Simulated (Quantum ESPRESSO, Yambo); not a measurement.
# CdF2 (Fm-3m): G0W0 with Yambo, start to end, part 3 of 3

How does a plane-wave GW calculation on CdF2 (Fm-3m) run from the first input to the gap?

Quantum ESPRESSO 7.5 and Yambo 5.3.0; PBE and many-body steps on it, plane waves. Known limits of the many-body steps: not at the basis limit; d shell near the gap, gap tends to lie low; no spin-orbit coupling; coarse k mesh.

So far. Step 3 (Bands along the symmetry lines): The gap is 3.124 eV, −0.019 eV from the run before at this level. Step 4 (Empty states on the mesh, 4×4×4 mesh, 205 bands): On this mesh the gap is 3.124 eV.

## Step 6: Screening and self-energy, 4×4×4 mesh, 205 bands, screening to 231.3 eV

Now the one-shot GW correction: screening in the RPA, then the self-energy of the levels asked for.

This step: G0W0 on PBE, plane waves, norm-conserving pseudopotentials.

gw1.in reads:

```
HF_and_locXC
gw0
dyson
ppa
em1d
rim_cut
RandQpts= 1000000
RandGvec= 1 RL
EXXRLvcs= 94 Ry
VXCRLvcs= 376 Ry
Chimod= "HARTREE"
% BndsRnXp
 1 | 205 |
%
NGsBlkXp= 17 Ry
% LongDrXp
 1 | 1 | 1 |
%
% GbndRnge
 1 | 205 |
%
DysSolver= "n"
ExtendOut
PPAPntXp= 27.21138 eV
% QPkrange
 8 | 8 | 16 | 19 |
 1 | 1 | 16 | 19 |
%
```

Run with:

```
$ OMP_NUM_THREADS=1 mpirun -n 4 yambo -F gw1.in -J gw1 -C gw1 > gw1.log
```

Log:

```text
 Yambo, version 5.3.0

 [02] CORE Variables Setup
 =========================

  [... cell, symmetries and grids as in the set-up ...]

  [02.05] Energies & Occupations
  ==============================

  [X] === General ===
  [X] Electronic Temperature                        :  0.000000  0.000000 [eV K]
  [X] Bosonic    Temperature                        :  0.000000  0.000000 [eV K]
  [X] Finite Temperature mode                       : no
  [X] El. density                                   :  0.86947E+24 [cm-3]
  [X] Fermi Level                                   :  6.529887 [eV]

  [X] === Gaps and Widths ===
  [X] Conduction Band Min                           :  3.123994 [eV]
  [X] Valence Band Max                              :  0.000000 [eV]
  [X] Filled Bands                                  :  17
  [X] Empty Bands                                   :   18  205
  [X] Direct Gap                                    :  3.619366 [eV]
  [X] Direct Gap localized at k                     :  1
  [X] Indirect Gap                                  :  3.123994 [eV]
  [X] Indirect Gap between kpts                     :   8   1
  [X] Last valence band width                       :  0.495373 [eV]
  [X] 1st conduction band width                     :  4.976967 [eV]

 [03] Transferred momenta grid and indexing
 ==========================================

 IBZ Q-points                                      :   8
 BZ  Q-points                                      :   64

 K/Q-points units:
 rlu = crystal or reduced units; cc = cartesian coordinates; iku = interal k-units

 Q [1]          [rlu]:  0.000000  0.000000  0.000000
 Q [2]          [rlu]:  0.14198E-16 -0.27435E-16  0.25000
 Q [3]          [rlu]: -0.28396E-16  0.54870E-16 -0.50000
 Q [4]          [rlu]:  0.65886E-17  0.25000      0.25000
 Q [5]          [rlu]: -0.68688E-17  0.25000      0.50000
 Q [6]          [rlu]:  0.27115E-16  0.25000     -0.25000
 Q [7]          [rlu]: -0.13177E-16 -0.50000     -0.50000
 Q [8]          [rlu]:  0.250000 -0.500000 -0.250000

 [04] Coloumb potential Random Integration (RIM)
 ===============================================

  [04.01] RIM initialization
  ==========================

  * Diagonal components only detected *

  8 x (sBL volume)        :  0.117498 [a.u.]
  sBZ random points       :  1000000
  Points outside the sBZ  :   7999624
  RL volume               :  0.939984 [a.u.]
  Integrated volume       :  0.940028 [a.u.]

  [04.02] RIM integrals
  =====================

  Gamma point sphere radius             :  0.088844 [a.u.]
  Points outside the sphere             :   799635
  [Int_sBZ(q=0) 1/q^2]*(Vol_sBZ)^(-1/3) =:  7.763403
                                 should be <:  7.795600

  Summary of Coulomb integrals for non-metallic bands |Q|[au] RIM/Bare

  Q [1] 0.100000E-4 0.995870 * Q [2] 0.267211 1.065611
  Q [4] 0.308548 1.063726 * Q [6] 0.436353 1.025826
  Q [5] 0.511670 1.019349 * Q [3] 0.534422 1.016307
  Q [7] 0.617097 1.012926 * Q [8] 0.689935 1.009939

 [05] Dipoles
 ============

  [05.01] Setup: observables and procedures
  =========================================

 [06] Dynamic Dielectric Matrix (PPA)
 ====================================

 [WR./gw1//ndb.pp]---------------------------------------------------------------
  Brillouin Zone Q/K grids (IBZ/BZ)                :    8   64    8   64
  RL vectors                                       :   4957 [WF]
  Coulomb cutoff potential                         : none
  Electronic Temperature                           :  0.000000 [K]
  Bosonic    Temperature                           :  0.000000 [K]
  PPA    diel. fun.  energies                      : Perdew, Burke & Ernzerhof(X)+Perdew, Burke & Ernzerhof(C)
  wavefunctions                                    : Perdew, Burke & Ernzerhof(X)+Perdew, Burke & Ernzerhof(C)
  Global Gauge                                     : length
  X matrix size                                    :   339
  X band range                                     :    1  205
  X e/h energy range                               : -1.000000 -1.000000 [eV]
  X Time ordering                                  : R
  X Hxc Kernel                                     : HARTREE
  X Drude frequency                                :  0.000000  0.000000
  X poles                                          :  100.0000 [o/o]
  RL vectors in the sum                            :   4957
  [r,Vnl] included                                 : yes
  Field direction                                  :  0.577350E-5  0.577350E-5  0.577350E-5
  BZ energy Double Grid                            : no
  BZ energy DbGd points                            : 0
  BZ Q point size factor                           : -1.000000
  X Optical Averaged directions                    : none

 [07] Local Exchange-Correlation + Non-Local Fock
 ================================================

 [VXC] Plane waves :   32647
 [EXS] Plane waves :   4111

 QP @ state[ 1 ] K range:  1  1
 QP @ state[ 1 ] b range:  16  19
 QP @ state[ 2 ] K range:   8   8
 QP @ state[ 2 ] b range:  16  19

 [xc] Functional : Perdew, Burke & Ernzerhof(X)+Perdew, Burke & Ernzerhof(C)
 [xc] LIBXC used to calculate xc functional
  PP Number of Atomic Species                      :  2
  NLCC RL compoments                               :   32647
  PP Number of Atomic Species                      :  2
  NLCC RL compoments                               :   32647

 [xc] E_xc :  -24.65860 [Ha]
      E_xc :  -49.31721 [Ry]

  Local XC kind (lXC) : Perdew, Burke & Ernzerhof(X)+Perdew, Burke & Ernzerhof(C)
  Non-Local XC kind (nlXC) : Hartree-Fock

  Corrections @ K [1] :  [eV]
 <16|nlXC|16> = -32.28242 -0.50368E-17 <16|lXC|16> = -24.99306  0.000000
 <17|nlXC|17> = -32.28241 -0.27426E-16 <17|lXC|17> = -24.99306 -0.37763E-15
 <18|nlXC|18> = -7.990550  0.15627E-17 <18|lXC|18> = -12.40280  0.000000
 <19|nlXC|19> = -4.689324  0.28225E-18 <19|lXC|19> = -10.20232  0.000000

  Corrections @ K [8] :  [eV]
 <16|nlXC|16> = -30.52773 -0.66496E-17 <16|lXC|16> = -23.13818 -0.14161E-15
 <17|nlXC|17> = -31.53442  0.22319E-16 <17|lXC|17> = -24.39237  0.47204E-16
 <18|nlXC|18> = -10.76329  0.12906E-17 <18|lXC|18> = -16.75171  0.18882E-15
 <19|nlXC|19> = -6.368119  0.12335E-17 <19|lXC|19> = -10.95815  0.000000

  [07.01] Hartree-Fock occupations report
  =======================================

  [Hartree-Fock] === General ===
  [Hartree-Fock] Electronic Temperature             :  0.000000  0.000000 [eV K]
  [Hartree-Fock] Bosonic    Temperature             :  0.000000  0.000000 [eV K]
  [Hartree-Fock] Finite Temperature mode            : no
  [Hartree-Fock] El. density                        :  0.86947E+24 [cm-3]
  [Hartree-Fock] Fermi Level                        :  6.529887 [eV]

  [Hartree-Fock] === Gaps and Widths ===
  [Hartree-Fock] Conduction Band Min                :  4.990525 [eV]
  [Hartree-Fock] Valence Band Max                   : -0.088828 [eV]
  [Hartree-Fock] Filled Bands                       :  17
  [Hartree-Fock] Empty Bands                        :   18  205
  [Hartree-Fock] Direct Gap                         :  5.439230 [eV]
  [Hartree-Fock] Direct Gap localized at k          :  2
  [Hartree-Fock] Indirect Gap                       :  5.079353 [eV]
  [Hartree-Fock] Indirect Gap between kpts          :   7   2
  [Hartree-Fock] Last valence band width            :  7.695893 [eV]
  [Hartree-Fock] 1st conduction band width          :  9.098857 [eV]

 [08] Dyson equation: Newton solver
 ==================================

  [08.01] G0W0 (W PPA)
  ====================

  [  GW  ] Bands range     :    1  205
  [GW/PPA] G damping       :  0.100000 [eV]

  QP @ state[ 1 ] K range:  1  1
  QP @ state[ 1 ] b range:  16  19
  QP @ state[ 2 ] K range:   8   8
  QP @ state[ 2 ] b range:  16  19

   Sc/G bands                                       :    1  205
   Sc/G damping                                     :  0.100000 ev
   Sc bands terminator                              : no
   Sx RL components                                 :   4111

   QP @ state[ 1 ] K range                          :  1  1
   QP @ state[ 1 ] b range                          :  16  19
   QP @ state[ 2 ] K range                          :   8   8
   QP @ state[ 2 ] b range                          :  16  19
   GF energies kind                                 : Perdew, Burke & Ernzerhof(X)+Perdew, Burke & Ernzerhof(C)
   GF WF`s kind                                     : Perdew, Burke & Ernzerhof(X)+Perdew, Burke & Ernzerhof(C)
   Xs energies kind                                 : Perdew, Burke & Ernzerhof(X)+Perdew, Burke & Ernzerhof(C)
   Xs WF`s kind                                     : Perdew, Burke & Ernzerhof(X)+Perdew, Burke & Ernzerhof(C)

 [11] Game Over & Game summary
```

Wall time 11 min (4 MPI ranks of AMD EPYC 7571, shared host); peak memory 1.9 GiB; 45 min of CPU time.

This step gave:

```yaml
g0w0_gap_on_the_points_computed: 5.394 eV
starting_gap_on_the_mesh: 3.124 eV
k_of_the_valence_top: 0.25, -0.5, -0.25
k_of_the_conduction_bottom: 0, 0, 0
least_direct_g0w0_gap_on_the_computed_points: 6.155 eV
z_at_the_valence_top: 0.7943
z_at_the_conduction_bottom: 0.8686
```

The gap on the mesh goes from 3.12 eV to 5.39 eV, a correction of +2.27 eV.

Limits: finite bands, cutoff and mesh; d shell near the gap, gap tends to lie low; no spin-orbit coupling; coarse k mesh. v1 is the top filled band, c1 the lowest empty one. The levels before and after the correction (eV, zero at the valence-band top of each column):

|  | conduction bottom | valence top |
| --- | --- | --- |
| Kohn-Sham | 3.12 | 0.00 |
| G0W0 | 5.39 | 0.00 |

|  | level | energy (eV) |
| --- | --- | --- |
| Kohn-Sham | Γ v2-v1 | -0.495 |
| Kohn-Sham | Γ c1 | 3.124 |
| Kohn-Sham | Γ c2 | 12.741 |
| Kohn-Sham | (0.25 -0.5 -0.25) v2 | -0.599 |
| Kohn-Sham | (0.25 -0.5 -0.25) v1 | 0.000 |
| Kohn-Sham | (0.25 -0.5 -0.25) c1 | 8.101 |
| Kohn-Sham | (0.25 -0.5 -0.25) c2 | 11.529 |
| G0W0 | Γ v2-v1 | -0.761 |
| G0W0 | Γ c1 | 5.394 |
| G0W0 | Γ c2 | 15.205 |
| G0W0 | (0.25 -0.5 -0.25) v2 | -0.617 |
| G0W0 | (0.25 -0.5 -0.25) v1 | 0.000 |
| G0W0 | (0.25 -0.5 -0.25) c1 | 11.328 |
| G0W0 | (0.25 -0.5 -0.25) c2 | 13.861 |

## Step 7: Where the time went

Times are wall times on the hardware named with each run, good to a factor of about two.

| step | time | share | memory (GiB) |
| --- | --- | --- | --- |
| ground state | 13 s | 2 % | 0.31 |
| bands along the symmetry lines | 10 s | 1 % | 0.27 |
| empty states on the mesh | 30 s | 4 % | 0.52 |
| conversion and set-up | 4.9 s | 1 % | 0.25 |
| screening and self-energy | 11 min | 92 % | 1.9 |

## Step 8: What came out

| Property | Result |
| --- | --- |
| PBE gap | 3.12 eV, indirect |
| G0W0 gap on the mesh | 5.39 eV |
| GW settings | 4×4×4 mesh, 205 bands, screening to 231.3 eV, Godby-Needs plasmon pole |
| known limits | not at the basis limit; d shell near the gap, gap tends to lie low; no spin-orbit coupling; coarse k mesh |

In words: G0W0 moves the gap on the mesh from 3.12 eV to 5.39 eV (+2.27 eV), with Z of 0.79 and 0.87 at the edges. Only 2 of the mesh's irreducible points were corrected, so a valley elsewhere could overtake. The dearest step here is «screening and self-energy». Bands and cutoff are finite, so the gap is not at the basis limit. The miss can reach some tenths of an eV and take either sign; the mesh is an error of its own. In the G0W0 run levels were corrected at 2 k points alone, so a gap called «on the mesh» is the least over those, and an edge elsewhere would be missed. The 4×4×4 mesh is coarse for this cell, which bears on the long-range parts of exchange and screening. A d shell, filled or nearly so, lies near the gap. One-shot GW converges very slowly in bands there, not always from below, and on a semilocal start the gap tends to come out low; starts rich in exact exchange can overshoot instead. The many-body steps are scalar-relativistic: spin-orbit coupling is not in them.

[Paths, hosts, dates, memory and timing lines, banners, echoed tables and standing remarks are left out of the program output.]

[Logs are printed without paths, hosts, clocks, repeated set-up lines and the standing remarks that a program may print on its own settings, such as how far it seeks lower states.]

[Runs of the session that timed out or met a known fault of the program may be left out.]

[Hosts, paths, dates, database ids (printed as entryN), source tags and the programs' standing remarks are cut or masked in the printed files.]
